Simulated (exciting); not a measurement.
Consider BiBrO, space group P4/nmm.

```xyz
6
Lattice="3.9160 0.0000 0.0000 0.0000 3.9160 0.0000 0.0000 0.0000 8.0770" Properties=species:S:1:pos:R:3 pbc="T T T"
Bi    1.9580    0.0000    6.8331
Bi    0.0000    1.9580    1.2439
Br    1.9580    0.0000    2.8027
Br    0.0000    1.9580    5.2743
O     1.9580    1.9580    0.0000
O     0.0000    0.0000    0.0000
```

Absorber: atom 3, with 4 Bi at 3.18 Å, 4 O at 3.42 Å, 4 Br at 3.71 Å, 4 Br at 3.92 Å and 2 Bi at 4.03 Å (18-fold, site symmetry 4mm). Method: exciting, all-electron LAPW+lo, LDA, exchange and screened direct term (singlet BSE), 3×3×2 shifted k points, 42 conduction bands, |G+q| up to 3 bohr⁻¹, full RPA screening with nempty = 75, Lorentzian half width 1.26 eV.

The database entry behind the starting cell differs from later determinations by our own check (0.1 to 0.3 % short, probably kX units), so it need not match the best structure at ambient conditions.

Predict the Br K near-edge structure at this level.

Bound core exciton? Undecided on this mesh: the first bright state (over 5 % of the brightest) lies at -0.13 eV from the Kohn–Sham onset and at -0.54 eV from the lowest bare transition of its own mesh. Maxima (height): 1.4 eV (1.00), 6.5 eV (0.80) and 15.0 eV (0.62).

Energy from the Kohn–Sham onset, core level to the lowest empty state found on the meshes used; Im ε in relative units:

```
E (eV)  Im ε
  -9.5  0.03
  -9.0  0.03
  -8.5  0.03
  -8.0  0.03
  -7.5  0.04
  -7.0  0.04
  -6.5  0.05
  -6.0  0.05
  -5.5  0.06
  -5.0  0.06
  -4.5  0.07
  -4.0  0.09
  -3.5  0.10
  -3.0  0.12
  -2.5  0.15
  -2.0  0.19
  -1.5  0.25
  -1.0  0.33
  -0.5  0.47
   0.0  0.65
   0.5  0.84
   1.0  0.97
   1.5  1.00
   2.0  0.93
   2.5  0.82
   3.0  0.70
   3.5  0.59
   4.0  0.52
   4.5  0.51
   5.0  0.55
   5.5  0.65
   6.0  0.76
   6.5  0.80
   7.0  0.78
   7.5  0.74
   8.0  0.70
   8.5  0.67
   9.0  0.68
   9.5  0.68
  10.0  0.65
  10.5  0.62
  11.0  0.59
  11.5  0.57
  12.0  0.58
  12.5  0.58
  13.0  0.58
  13.5  0.58
  14.0  0.60
  14.5  0.62
  15.0  0.62
  15.5  0.61
  16.0  0.61
  16.5  0.60
  17.0  0.58
  17.5  0.56
  18.0  0.52
```

A mesh of 18 points doesn't converge binding energies, and fine structure above the first lines is partly noise of the mesh. Exchange and the short-range direct term aren't converged in the kernel cutoff. The zero comes from the unshifted 4×4×2 ground-state mesh; it is exact only where the band minimum lies on that mesh. The structure is a published determination, not relaxed.

[Banner, clock and machine lines of the logs are left out without a mark of their own.]

[Logs are printed without paths, hosts, clocks, repeated set-up lines and the standing remarks that a program may print on its own settings, such as how far it seeks lower states.]

[Hosts, paths, dates, database ids (printed as entryN), source tags and the programs' standing remarks are cut or masked in the printed files.]
